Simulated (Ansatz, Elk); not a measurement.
**InAg2Te4As: X-ray structure factors from the self-consistent density**

Structure refinements treat a crystal as free atoms side by side. For a made-up structure of InAg2Te4As (cell and positions from a PBE relaxation) the runs below show what the calculated density changes in F(hkl).

Calculated with Elk 11.2.3 (patched build); DFT, PBE, all-electron APW+lo, Dirac cores, scalar-relativistic bands, static density, no spin.

The structure was built from a prototype and need not be the compound's stable phase.

### 1. The structure

It takes space group I-4m2 (No. 119, tetragonal). Conventional cell: a = 5.963 Å, b = 5.963 Å, c = 12.058 Å, α = 90.00°, β = 90.00°, γ = 90.00°. Te has 3 Ag at 2.98 to 2.99 Å and 2 As at 2.98 Å and 1 In at 3.04 Å nearest. Nearest to Te lie 1 As at 2.93 Å and 3 Ag at 2.98 to 3.09 Å and 2 In at 2.98 Å. In has 6 Te at 2.98 to 3.04 Å nearest. Nearest to Ag lie 6 Te at 2.98 to 3.09 Å. Nearest to Ag lie 6 Te at 2.98 to 2.99 Å. As has 6 Te at 2.93 to 2.98 Å nearest. Farther neighbours and most contacts between anions are not listed.

### 2. Ground state and structure factors

An all-electron density is needed, since X-rays see the cores too. Task 0 finds the density and task 195 Fourier-transforms it; tshift is off so that phases refer to the origin typed.

File elk.in:

```
tasks
  0
  195

xctype
  20

spinpol
  .false.

rgkmax
  7.0

gmaxvr
  14.0

lmaxo
  7

lmaxapw
  8

swidth
  0.002

tshift
  .false.

ramdisk
  .false.

hmaxvr
  5.5

maxscl
  120

epspot
  1e-06

sppath
  './'

avec
  -5.63466103041 5.63466103041 11.39355326461
  5.63466103041 -5.63466103041 11.39355326461
  5.63466103041 5.63466103041 -11.39355326461

atoms
  4
  'Te.in'
  4
  0.2522270321 0.2522270321 0.0000000000   0.000000 0.000000 0.000000
  0.5066338081 0.0066338081 0.5000000000   0.000000 0.000000 0.000000
  0.7477729679 0.7477729679 0.0000000000   0.000000 0.000000 0.000000
  0.9933661919 0.4933661919 0.5000000000   0.000000 0.000000 0.000000
  'In.in'
  1
  0.0000000000 0.0000000000 -0.0000000000   0.000000 0.000000 0.000000
  'Ag.in'
  2
  0.2500000000 0.7500000000 0.5000000000   0.000000 0.000000 0.000000
  0.5000000000 0.5000000000 0.0000000000   0.000000 0.000000 0.000000
  'As.in'
  1
  0.7500000000 0.2500000000 0.5000000000   0.000000 0.000000 0.000000

ngridk
  5 5 5
```

The run is started by

```console
> OMP_NUM_THREADS=4 elk
```

Numbers of over 12 decimals in the logs are rounded to 6 here.

Output:

```text
┌─────────────────────────┐
│ Elk code version 11.2.3 │
└─────────────────────────┘

All units are atomic (Hartree, Bohr, etc.)

┌─────────────────────────────────────────────────┐
│ Ground-state run starting from atomic densities │
└─────────────────────────────────────────────────┘

Lattice vectors :
  -5.634661030       5.634661030       11.39355326
   5.634661030      -5.634661030       11.39355326
   5.634661030       5.634661030      -11.39355326

Reciprocal lattice vectors :
  0.2889623069E-16  0.5575477631      0.2757342315
  0.5575477631      0.2889623069E-16  0.2757342315
  0.5575477631      0.5575477631     -0.2309705063E-17

Unit cell volume      :    1446.954145
Brillouin zone volume :   0.1714292152

Muffin-tin inner radius fraction :   0.1000000000E-01

Nuclei treated as point charges

Species : 1 (Te)
 parameters loaded from : Te.in
 name : tellurium
 nuclear charge    :   -52.00000000
 electronic charge :    52.00000000
 atomic mass :    232600.5708
 muffin-tin radius :    2.600000000
 number of radial points in muffin-tin :   1193
 inner part over the whole radius :   0.9992174838E-02
 number on inner part of muffin-tin    :    851
 approximate nuclear radius :   0.8944870508E-04
 number of mesh points to nuclear radius :    430
 atomic positions (lattice), magnetic fields (Cartesian) :
  1 :   0.25222703  0.25222703  0.00000000    0.00000000  0.00000000  0.00000000
  2 :   0.50663381  0.00663381  0.50000000    0.00000000  0.00000000  0.00000000
  3 :   0.74777297  0.74777297  0.00000000    0.00000000  0.00000000  0.00000000
  4 :   0.99336619  0.49336619  0.50000000    0.00000000  0.00000000  0.00000000

Species : 2 (In)
 parameters loaded from : In.in
 name : indium
 nuclear charge    :   -49.00000000
 electronic charge :    49.00000000
 atomic mass :    209300.4102
 muffin-tin radius :    2.600000000
 number of radial points in muffin-tin :   1193
 inner part over the whole radius :   0.9943151076E-02
 number on inner part of muffin-tin    :    850
 approximate nuclear radius :   0.8768807633E-04
 number of mesh points to nuclear radius :    427
 atomic positions (lattice), magnetic fields (Cartesian) :
  1 :   0.00000000  0.00000000  0.00000000    0.00000000  0.00000000  0.00000000

Species : 3 (Ag)
 parameters loaded from : Ag.in
 name : silver
 nuclear charge    :   -47.00000000
 electronic charge :    47.00000000
 atomic mass :    196631.6998
 muffin-tin radius :    2.600000000
 number of radial points in muffin-tin :   1193
 inner part over the whole radius :   0.9869554211E-02
 number on inner part of muffin-tin    :    849
 approximate nuclear radius :   0.8648227117E-04
 number of mesh points to nuclear radius :    425
 atomic positions (lattice), magnetic fields (Cartesian) :
  1 :   0.25000000  0.75000000  0.50000000    0.00000000  0.00000000  0.00000000
  2 :   0.50000000  0.50000000  0.00000000    0.00000000  0.00000000  0.00000000

Species : 4 (As)
 parameters loaded from : As.in
 name : arsenic
 nuclear charge    :   -33.00000000
 electronic charge :    33.00000000
 atomic mass :    136573.7220
 muffin-tin radius :    2.400000000
 number of radial points in muffin-tin :    993
 inner part over the whole radius :   0.9862024899E-02
 number on inner part of muffin-tin    :    702
 approximate nuclear radius :   0.7712558785E-04
 number of mesh points to nuclear radius :    341
 atomic positions (lattice), magnetic fields (Cartesian) :
  1 :   0.75000000  0.25000000  0.50000000    0.00000000  0.00000000  0.00000000

Total number of atoms per unit cell :    8
Total muffin-tin volume :    573.2610723
 ratio of muffin-tin to unit cell volume :   0.3961846852

Spin treatment :
 spin-unpolarised

Number of Bravais lattice symmetries :   16
Number of crystal symmetries         :    8
Crystal has no inversion symmetry
Complex Hermitian eigensolver will be used

k-point grid :      5     5     5
k-point offset :    0.000000000       0.000000000       0.000000000
[...]
(states/Hartree/unit cell)

Estimated indirect band gap :   0.3267157386E-02
 from k-point 14 to k-point 11
Estimated direct band gap   :   0.9401859522E-02
 at k-point 16

Charges :
 core                        :    248.0000000
 valence                     :    136.0000000
 interstitial                :    14.69494923
 muffin-tins (core leakage)
  species : 1 (Te)
[...]
species : 2 (In)
[...]
species : 3 (Ag)
[...]
species : 4 (As)
[...]
total in muffin-tins        :    369.3050508
 total calculated charge     :    383.9963927
 total charge                :    384.0000000
 error                       :   0.3607316553E-02

RMS change in Kohn-Sham potential (target) :   0.1246468802     (  0.1000000000E-05)
Absolute change in total energy (target)   :   0.2875352217     (  0.1000000000E-03)

[... loops 3 to 16 left out ...]

┌──────────────────┐
│ Loop number : 17 │
└──────────────────┘

Energies :
 Fermi                       :     0.207231
 sum of occupied eigenvalues :     -27732.087729327
 electron kinetic            :      48370.702142718
 core electron kinetic       :      46914.608946047
 Coulomb                     :     -93089.723554058
 Coulomb potential           :     -74474.966040521
 nuclear-nuclear             :     -4662.9230826067
 electron-nuclear            :     -102474.33747197
 Hartree                     :      14047.537000523
 Madelung                    :     -55852.240533797
 xc potential                :     -1627.8238315236
 exchange                    :     -1226.9870777561
 correlation                 :     -20.563129951684
 electron entropic           :    -0.12064335722754E-02
 total energy                :     -45966.572825481

Density of states at Fermi energy :    84.69101932
 (states/Hartree/unit cell)

Estimated indirect band gap :   0.3481779964E-02
 from k-point 14 to k-point 11
Estimated direct band gap   :   0.4920809436E-02
 at k-point 14

Charges :
 core                        :    248.0000000
 valence                     :    136.0000000
 interstitial                :    14.17525257
 muffin-tins (core leakage)
  species : 1 (Te)
[...]
species : 2 (In)
[...]
species : 3 (Ag)
[...]
species : 4 (As)
[...]
total in muffin-tins        :    369.8247474
 total calculated charge     :    383.9964691
 total charge                :    384.0000000
 error                       :   0.3530878634E-02

RMS change in Kohn-Sham potential (target) :   0.6511816832E-07 (  0.1000000000E-05)
Absolute change in total energy (target)   :   0.2329379640E-04 (  0.1000000000E-03)

Convergence targets achieved

┌──────────────────┐
│ Loop number : 18 │
└──────────────────┘

Energies :
 Fermi                       :     0.207231
 sum of occupied eigenvalues :     -27732.087716672
 electron kinetic            :      48370.702156454
 core electron kinetic       :      46914.608956739
 Coulomb                     :     -93089.723555555
 Coulomb potential           :     -74474.966041673
 nuclear-nuclear             :     -4662.9230826067
 electron-nuclear            :     -102474.33747287
 Hartree                     :      14047.536999917
 Madelung                    :     -55852.240534718
 xc potential                :     -1627.8238314535
 exchange                    :     -1226.9870777211
 correlation                 :     -20.563129955203
 electron entropic           :    -0.12064335051723E-02
 total energy                :     -45966.572813210

Density of states at Fermi energy :    84.69101424
 (states/Hartree/unit cell)

Estimated indirect band gap :   0.3481779668E-02
 from k-point 14 to k-point 11
Estimated direct band gap   :   0.4920810625E-02
 at k-point 14

Charges :
 core                        :    248.0000000
 valence                     :    136.0000000
 interstitial                :    14.17525239
 muffin-tins (core leakage)
  species : 1 (Te)
[...]
species : 2 (In)
[...]
species : 3 (Ag)
   atom 1                    :    45.82723636     ( -0.3322747659E-06)
   atom 2                    :    45.85315046     ( -0.3322734408E-06)
  species : 4 (As)
   atom 1                    :    31.20656325     (  0.1384424617E-03)
 total in muffin-tins        :    369.8247476
 total calculated charge     :    383.9964691
 total charge                :    384.0000000
 error                       :   0.3530879119E-02

┌──────────────────────────────┐
│ Self-consistent loop stopped │
└──────────────────────────────┘

Warning : core states of species 1 leak from the muffin-tin :   0.3988490423E-03

Warning : core states of species 2 leak from the muffin-tin :   0.1283541563E-03

Warning : core states of species 4 leak from the muffin-tin :   0.1384424617E-03

Wrote STATE.OUT
```

It took 2.2 min on 4 threads of Arm Neoverse V2, shared host; peak memory 0.42 GiB.

SFACRHO.OUT:

```text

h k l indices transformed by vhmat matrix:
   1.000000000       0.000000000       0.000000000    
   0.000000000       1.000000000       0.000000000    
   0.000000000       0.000000000       1.000000000    

      h      k      l  multipl.   |H|            Re(F)            Im(F)           |F|

      0      0      0      1   0.0000000       384.00000     -0.75530925E-15   384.00000    
     -1     -1      1      2  0.55146846       15.074118      0.56672346E-13   15.074118    
      0     -1      1      4  0.62200392      0.26805066      -9.4783080       9.4820975    
     -1      0      1      4  0.62200392      0.26805066       9.4783080       9.4820975    
      0      0     -1      4  0.78849161       14.744841     -0.87491616E-13   14.744841    
      1      1      0      8  0.96220397      -26.592888      0.54946127E-13   26.592888    
     -2     -1      2      4  0.99755892       5.2770992      -23.933898       24.508759    
     -1     -2      2      4  0.99755892       5.2770992       23.933898       24.508759    
      2      2     -2      2   1.1029369       323.35259     -0.70920678E-13   323.35259    
      1     -1     -1      4   1.1150955       323.86150      0.78065356E-13   323.86150    
      2      0     -2      4   1.2440078       13.318526      0.12222118E-02   13.318526    
     -2      0      2      4   1.2440078       13.318526     -0.12222118E-02   13.318526    
     -1      2      0      8   1.2768426      0.41462223       8.3516914       8.3619771    
     -1      2     -1      8   1.2768426      0.41462223      -8.3516914       8.3619771    
      2      2     -3      8   1.3557982       14.219783     -0.57962812E-13   14.219783    
     -2     -3      2      4   1.4871428      -3.9745026      -5.3541293       6.6680861    
      3      2     -3      4   1.4871428      -3.9745026       5.3541293       6.6680861    
      1      2      0      8   1.4961824       4.9612443      -21.232196       21.804130
```

Elk indexes on the primitive cell of elk.in and gives |H| = 4π sin θ/λ in inverse bohr. Below, one row stands for each form hkl of the conventional cell (m members, Friedel mates merged), F is for one primitive cell and the density is static (no thermal factor). Free-atom factors are Waasmaier and Kirfel's, and R is Σm||F|−|F'||/Σm|F|.

| hkl | m | sin θ/λ (Å⁻¹) | abs F, DFT | neutral atoms | diff. | abs of complex diff. |
| --- | --- | --- | --- | --- | --- | --- |
| 002 | 2 | 0.083 | 15.074 | 14.983 | +0.091 | 0.091 |
| 101 | 8 | 0.093 | 9.482 | 9.494 | -0.012 | 0.031 |
| 110 | 4 | 0.119 | 14.745 | 14.780 | -0.035 | 0.035 |
| 112 | 8 | 0.145 | 26.593 | 26.079 | +0.514 | 0.514 |
| 103 | 8 | 0.150 | 24.509 | 24.603 | -0.094 | 0.131 |
| 004 | 2 | 0.166 | 323.353 | 323.544 | -0.191 | 0.191 |
| 200 | 4 | 0.168 | 323.861 | 324.011 | -0.150 | 0.150 |
| 202 | 8 | 0.187 | 13.319 | 13.402 | -0.083 | 0.083 |
| 211 | 16 | 0.192 | 8.362 | 8.591 | -0.229 | 0.263 |
| 114 | 8 | 0.204 | 14.220 | 14.358 | -0.138 | 0.138 |
| 105 | 8 | 0.224 | 6.668 | 6.639 | +0.029 | 0.168 |
| 213 | 16 | 0.225 | 21.804 | 21.938 | -0.134 | 0.162 |
| 204 | 8 | 0.236 | 290.656 | 291.260 | -0.604 | 0.604 |
| 220 | 4 | 0.237 | 291.351 | 291.915 | -0.564 | 0.564 |
| 006 | 2 | 0.249 | 10.373 | 10.265 | +0.108 | 0.108 |
| 222 | 8 | 0.251 | 12.066 | 12.114 | -0.048 | 0.048 |
| 301 | 8 | 0.255 | 7.497 | 7.497 | -0.000 | 0.139 |
| 310 | 8 | 0.265 | 12.156 | 12.053 | +0.102 | 0.102 |
| 116 | 8 | 0.276 | 20.565 | 20.363 | +0.202 | 0.202 |
| 312 | 16 | 0.278 | 22.860 | 22.635 | +0.224 | 0.224 |
| 215 | 16 | 0.280 | 6.312 | 6.338 | -0.026 | 0.026 |
| 303 | 8 | 0.281 | 19.983 | 19.915 | +0.067 | 0.088 |

### 3. The highest occupied states alone

An energy window below the Fermi level keeps the highest occupied states, to see at which angles they scatter; shallow core shells can lie inside it and anion s states outside. No new self-consistency is needed.

elk.in, as its differences from that of step 2:

```diff
@@ -1,3 +1,2 @@
 tasks
-  0
   195
@@ -40,2 +39,5 @@
 
+wsfac
+  -0.344010 0.507230
+
 sppath
```

The run is started by

```console
> OMP_NUM_THREADS=4 elk
```

Output:

```text
┌─────────────────────────────────┐
│ Elk code version 11.2.3 started │
└─────────────────────────────────┘

Info(readinput): the functional depends on the density's gradient
 muffin-tin radial points multiplied by    2.00000
 (not where nrmtscf is given)

┌────────────────────┐
│ Current task : 195 │
└────────────────────┘

Info(sfacrho): density structure factors written to SFACRHO.OUT

 Energy window :  -0.3440100000      0.5072300000

┌──────────────────┐
│ Elk code stopped │
└──────────────────┘
```

Wall time 39 s (4 threads); peak memory 0.28 GiB; 46 s of CPU time.

States within 15 eV below the Fermi level hold 64.00 electrons; any levels below the window count with the cores. Their amplitudes can exceed the total, where window and core parts have opposite phase:

| hkl | sin θ/λ (Å⁻¹) | abs F, window | abs F, all |
| --- | --- | --- | --- |
| 002 | 0.083 | 7.367 | 15.074 |
| 101 | 0.093 | 5.517 | 9.482 |
| 110 | 0.119 | 6.771 | 14.745 |
| 112 | 0.145 | 16.253 | 26.593 |
| 103 | 0.150 | 5.657 | 24.509 |
| 004 | 0.166 | 26.959 | 323.353 |
| 200 | 0.168 | 26.614 | 323.861 |
| 202 | 0.187 | 5.639 | 13.319 |
| 211 | 0.192 | 4.389 | 8.362 |
| 114 | 0.204 | 5.280 | 14.220 |

### 4. Another functional

The difference from free atoms is small, so it is set against the change that PBEsol makes.

elk.in, as its differences from that of step 3:

```diff
@@ -1,2 +1,3 @@
 tasks
+  0
   195
@@ -4,3 +5,3 @@
 xctype
-  20
+  22
 
@@ -39,5 +40,2 @@
 
-wsfac
-  -0.344010 0.507230
-
 sppath
```

The run is started by

```console
> OMP_NUM_THREADS=4 elk
```

Output:

```text
┌─────────────────────────┐
│ Elk code version 11.2.3 │
└─────────────────────────┘

All units are atomic (Hartree, Bohr, etc.)

┌─────────────────────────────────────────────────┐
│ Ground-state run starting from atomic densities │
└─────────────────────────────────────────────────┘

Lattice vectors :
  -5.634661030       5.634661030       11.39355326
   5.634661030      -5.634661030       11.39355326
   5.634661030       5.634661030      -11.39355326

Reciprocal lattice vectors :
  0.2889623069E-16  0.5575477631      0.2757342315
[...]
species : 4 (As)
   atom 1                    :    31.20105081     (  0.1402021416E-03)
 total in muffin-tins        :    369.7770983
 total calculated charge     :    383.9964549
 total charge                :    384.0000000
 error                       :   0.3545093986E-02

┌──────────────────────────────┐
│ Self-consistent loop stopped │
└──────────────────────────────┘

Warning : core states of species 1 leak from the muffin-tin :   0.4026595122E-03

Warning : core states of species 2 leak from the muffin-tin :   0.1298620004E-03

Warning : core states of species 4 leak from the muffin-tin :   0.1402021416E-03

Wrote STATE.OUT
[key lines of the parts left out:]
total energy                :     -45945.760347072
```

The job ended after 2.2 min (4 threads; peak memory 0.43 GiB; 6.4 min of CPU time).

Against the first run R = 0.02 %; the largest change is -0.075 at 004.

### 5. A coarser k-mesh

About half the k-points along each axis test the sampling.

elk.in, as its differences from that of step 4:

```diff
@@ -5,3 +5,3 @@
 xctype
-  22
+  20
 
@@ -68,2 +68,2 @@
 ngridk
-  5 5 5
+  2 2 2
```

The run is started by

```console
> OMP_NUM_THREADS=4 elk
```

Output:

```text
┌─────────────────────────┐
│ Elk code version 11.2.3 │
└─────────────────────────┘

All units are atomic (Hartree, Bohr, etc.)

┌─────────────────────────────────────────────────┐
│ Ground-state run starting from atomic densities │
└─────────────────────────────────────────────────┘

Lattice vectors :
  -5.634661030       5.634661030       11.39355326
   5.634661030      -5.634661030       11.39355326
   5.634661030       5.634661030      -11.39355326

Reciprocal lattice vectors :
  0.2889623069E-16  0.5575477631      0.2757342315
[...]
species : 4 (As)
   atom 1                    :    31.23932803     (  0.1392339947E-03)
 total in muffin-tins        :    369.8102924
 total calculated charge     :    383.9964930
 total charge                :    384.0000000
 error                       :   0.3506965191E-02

┌──────────────────────────────┐
│ Self-consistent loop stopped │
└──────────────────────────────┘

Warning : core states of species 1 leak from the muffin-tin :   0.3978936142E-03

Warning : core states of species 2 leak from the muffin-tin :   0.1281799433E-03

Warning : core states of species 4 leak from the muffin-tin :   0.1392339947E-03

Wrote STATE.OUT
[key lines of the parts left out:]
total energy                :     -45966.563489844
```

Elapsed: 65 s, on 4 threads; peak memory 0.4 GiB.

Against the first run R = 0.04 %; the largest change is -0.244 at 002.

### 6. Settings against the effect

| run | R against the first run (%) | R against neutral atoms, low angle (%) | wall time |
| --- | --- | --- | --- |
| PBE, rgkmax 7 | 0.00 | 0.33 | 2.2 min |
| PBEsol | 0.02 | 0.35 | 2.2 min |
| k-mesh 2×2×2 | 0.04 | 0.33 | 65 s |

### 7. Summary of results

```json
{
 "R against neutral atoms, sin θ/λ < 0.3 Å⁻¹": "0.33 %",
 "R against neutral atoms, 0.3 to 0.61 Å⁻¹": "0.24 %"
}
```

**Reading.** Independent neutral atoms miss the calculated amplitudes by R = 0.33 % below 0.3 Å⁻¹ and 0.24 % from there to 0.61 Å⁻¹; by shells, 1.20 % below 0.15 Å⁻¹ (4 forms), 0.30 % 0.15 to 0.3 (19 forms), 0.16 % 0.3 to 0.45 (42 forms), 0.28 % above 0.45 (84 forms). Bonding, aspherical density and the tables' own atoms all enter these figures, and the runs don't part them. The largest change of an amplitude is -0.60 electrons, at 204. R counts amplitudes alone; phases shift too. The window's part falls from 64.0 electrons at the origin to at most 1.27 between 0.45 and 0.61 Å⁻¹, where compact states inside the window still scatter. The window holds more than the 54 outer electrons of the free atoms, so shallow core shells lie inside it. Below 0.3 Å⁻¹ the changes that finished (PBEsol and k-mesh 2×2×2) move F by R = 0.09 % at most, against the 0.33 % that separates it from free atoms. A single amplitude moves by up to 0.24 electrons, against 0.60 for the largest difference from free atoms. The basis has no finished test. These runs have no spin, though d or f shells may be open. Part of the difference isn't bonding: the tables are fits to free atoms and ions calculated by other methods than this functional. Thermal motion, anomalous dispersion and extinction are left out.

[Logs are printed without paths, hosts, clocks, repeated set-up lines and the standing remarks that a program may print on its own settings, such as how far it seeks lower states.]

[Hosts, paths, dates, database ids (printed as entryN), source tags and the programs' standing remarks are cut or masked in the printed files.]
